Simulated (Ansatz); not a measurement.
# What BiN (model cell, started as zinc blende) distorts into, part 3 of 3

Aim: this structure of BiN (model cell, started as zinc blende) is to be tested for unstable modes, and one is followed downhill.

Ansatz 0.2.0; DFT PBEsol, scalar-relativistic, plane waves, PAW.

So far. Step 4 (The mode frozen in, largest atomic shift 0.22 Å): The run ends at a pressure of -0.07 GPa, with forces up to 0.23 eV/Å. Step 5 (Energy along the mode, all amplitudes (two of the runs …): The lowest of the steps tried is at 0.22 Å, 3.96 meV/atom below the parent; the bottom of the well need not coincide with a step. The relaxed cell has a, b, c = 4.476, 6.040, 5.623 Å (conventional setting).

The structure was built from a prototype and need not be the compound's stable phase.

**7. The new phase in its own primitive cell (continued)**

Little changed from the start: no atom moved by 0.005 Å and no cell edge by 0.1 %.

The largest force component left is 0.83 meV/Å and the pressure is 0.004 GPa, within the tolerances set. The cell now holds 19.00 Å³/atom.

**8. Modes of the new phase, k-mesh 12×12×8**

A relaxed structure may still be a saddle point, so its zone-centre modes are computed. No field response is asked, since the mesh shows no gap.

input.yaml

```yaml
crystal:
  lattice:
    - [2.2382249034, -3.0201655381, 0.0]
    - [2.2382249034, 3.0201655381, 0.0]
    - [0.0, 0.0, 5.6227548336]
  atoms:
    - { symbol: Bi, position: [0.2989076856, 0.2989076856, 0.5] }
    - { symbol: Bi, position: [0.7010923144, 0.7010923144, 0.0] }
    - { symbol: "N", position: [0.1802144491, 0.8197855509, 0.25] }
    - { symbol: "N", position: [0.8197855509, 0.1802144491, 0.75] }
kpoints:
  mp_grid: { grid: [12, 12, 8] }
hamiltonian:
  xc: pbesol
scf:
  occupations: { method: methfessel_paxton, width: 0.2 }
output:
  eigenvalues: true
phonons:
  method: dfpt
```

The run is started by

```console
ansatz run input.yaml --threads 4 --pin off --max-ram 7168MiB --backend cpu --events-out ev --progress --plain --runs-dir out
```

Numbers of over 12 decimals in the logs are rounded to 6 here.

What it wrote:

```text
[...]
Crystal: 4 atoms, lattice volume = 76.018 Å³
Basis set: ecut = 420 eV, 1507 PW (Γ), exchange–correlation on 54×54×80 points (8 copies of the dense FFT grid, shifted against one another)
Bands: 24, of which v1, the nominal top of the filled ones, is band 20 counted from 1 (19 counted from 0)
Symmetry: 4 space group operations
k-points: 580 of 1152 (irreducible under 1 space group operation, time reversal used)
[...]
SCF iter   1: F=—  HF=-25238.091904 eV  |F-HF|=—  |Δ(HF+E_count)|=         —  Δρ=1.36e-2  dr2=1.75e-1  ethr=1.77e-3  ⟨swp⟩=5.3  Hψ=61161  notcnv=0
[...]
SCF iter  10: F=-25238.056866 eV  HF=-25238.056866 eV  |F-HF|=3.64e-12  |Δ(HF+E_count)|=  2.91e-11  S|Δr|=    0.00e0  Δρ=8.19e-8  dr2=5.49e-12  ethr=1.00e-12  ⟨swp⟩=6.4  Hψ=69007  notcnv=0
SCF 1 converged in 10 iterations: F = -25238.056866 eV  dr2 = 5.49e-12
[...]
DFPT response loops at Γ: preconditioner auto → Kerker (q_TF=auto, 2.451 Å⁻¹) (partly filled bands, converged f_vac=0.000); β = 1.00, the filter's whole step (`scf.mixing.beta` (0.50) is not read by the response loops under this deck's `scf.mixing.preconditioner`; to damp them name `kerker` or `kerker_dos`, under which they read `scf.mixing.beta`, and type it under 1.00, their step now; both keys bind the ground state too); Broyden in place of MSR1
SCF converged after 10 iterations
[...]
Free energy (F): -25238.056866 eV
[...]
Internal energy: -25238.059559 eV  (E = F + TS)
E sigma→0 (E₀):  -25238.057539 eV
Entropy (-TS):   0.002693 eV (0.673 meV/atom)
Fermi energy:    10.812052 eV
[...]
--- Band table (eV; the first three rows and the last of 580) ---
  k-point 0: bands = [... 16 lower, 8.6820, 9.1753, 9.1779, 10.0926, 10.9708, 14.2093, 14.5960, 14.6089]
  k-point 1: bands = [... 16 lower, 8.6300, 9.0608, 9.2625, 9.9604, 11.1952, 14.2634, 14.2749, 14.7081]
  k-point 2: bands = [... 16 lower, 8.4873, 8.7126, 9.4521, 9.8559, 11.5891, 13.6385, 14.5046, 14.9520]
  k-point 579: bands = [... 16 lower, 6.6263, 6.6263, 10.3155, 10.3155, 13.0384, 13.0384, 14.2435, 14.2435]
--- Phonons (Γ-DFPT): 6 representative perturbations + reference, on 580 of 1152 k-points (Σ response iterations 18) ---
  k mesh reduced under 1 symmetry operation, with k and −k counted as one. Each operation leaves every solved perturbation unchanged. A smaller set is not used because it would not reduce the number of displacements times k-points to solve
  ASR residual: 2.954e-5 → 0.000e0 eV/Å²; symmetrization residual: 2.368e-6 eV/Å²
  ASR residual per site (eV/Å²): 2.95e-5 2.95e-5 9.91e-6 9.91e-6
  Γ frequencies (cm⁻¹): 0.00 0.00 0.00 57.48 88.04 103.06 143.77 263.75 292.03 317.71 435.09 551.54
  non-analytic LO–TO correction: not included (Born effective charges unavailable; polar crystals: no LO–TO splitting at Γ)
```

Wall time 3.5 min (4 threads of Arm Neoverse V1, shared host); peak memory 3.7 GiB; 13 min of CPU time.

This step gave:

```yaml
sum_rule_residual_before_enforcement: 2.95e-5 eV/Å²
point_group: 222
highest_optical_mode_at_the_zone_centre_no_lo_to_term: 551.5 cm⁻¹
lowest_optical_zone_centre_mode: 57.48 cm⁻¹
```

Patterns of degenerate modes are one choice out of their space. The modes at Γ (shares of kinetic energy by element, %):

```csv
mode,frequency (cm⁻¹),symmetry,Bi %,N %
1,0.0,acoustic,94,6
2,0.0,acoustic,94,6
3,0.0,acoustic,94,6
4,57.5,B1,98,2
5,88.0,B1,4,96
6,103.1,A,97,3
7,143.8,B2,100,0
8,263.8,B3,4,96
9,292.0,B2,6,94
10,317.7,A,3,97
11,435.1,B1,4,96
12,551.5,B3,2,98
```

Displacements in mode 4 (57.5 cm⁻¹), the largest set to 1:
```
Bi1  0.00  1.00 -0.03
Bi2  0.00 -1.00 -0.03
N3   0.00  0.00  0.49
N4   0.00  0.00  0.49
```

Displacements in mode 8 (263.8 cm⁻¹), the largest set to 1:
```
Bi1 -0.07  0.00  0.00
Bi2 -0.07  0.00  0.00
N3   1.00  0.00 -0.75
N4   1.00  0.00  0.75
```

Before it was imposed, the acoustic sum rule was missed by 3.0e-5 eV/Å². Small misses are needed for a sound result but don't prove that mesh and cutoff are converged. The lowest optical mode is real, 57.5 cm⁻¹.

**9. Summary of results**

| Item | Value |
| --- | --- |
| unstable mode of the parent | q = (0, -0.5, -0.5), 107i cm⁻¹ |
| depth at the lowest point sampled | 3.96 meV/atom |
| largest atomic shift at that point | 0.22 Å |
| space group reached (within 0.01 Å) | C222_1 |
| energy gained over the parent (first relaxation, on the mesh of the frozen mode) | 72.6 meV/atom |
| volume per atom, phase reached | 19.0 Å³ |
| lowest optical zone-centre mode, phase reached | 57.5 cm⁻¹ |
| highest optical mode at the zone centre (no LO-TO term), phase reached | 552 cm⁻¹ |

What this shows: Along this mode the structure falls into C222_1, 72.6 meV/atom below the parent. At the parent's cell the well is 3.956 meV/atom deep on the steps tried, with its lowest point at a shift of 0.22 Å. Relaxing atoms and cell changes the gain by +68.65 meV/atom against the lowest step (energies at zero smearing). Most of the total comes from this relaxation. The new phase has no imaginary mode at the zone centre of its cell; other wavevectors were not checked. Of the 4 patterns followed to their end from this parent, this one ends 184 meV/atom above the lowest, Pmmn. Each path keeps the symmetry of its pattern, so a lower phase may lie along a pattern not tried. With no gap, or one that is small against the smearing, the frequencies hang on the k mesh and the smearing, most of all near Kohn anomalies. Spin-orbit coupling is left out, which can matter for the heavy elements here. A phonon run warned that its eigensolver left some bands unconverged in a pass. The starting cell was built on a prototype and not taken from a measurement, so the phase need not exist.

[Logs are printed without paths, hosts, clocks, repeated set-up lines and the standing remarks that a program may print on its own settings, such as how far it seeks lower states.]

[Hosts, paths, dates, database ids (printed as entryN), source tags and the programs' standing remarks are cut or masked in the printed files.]
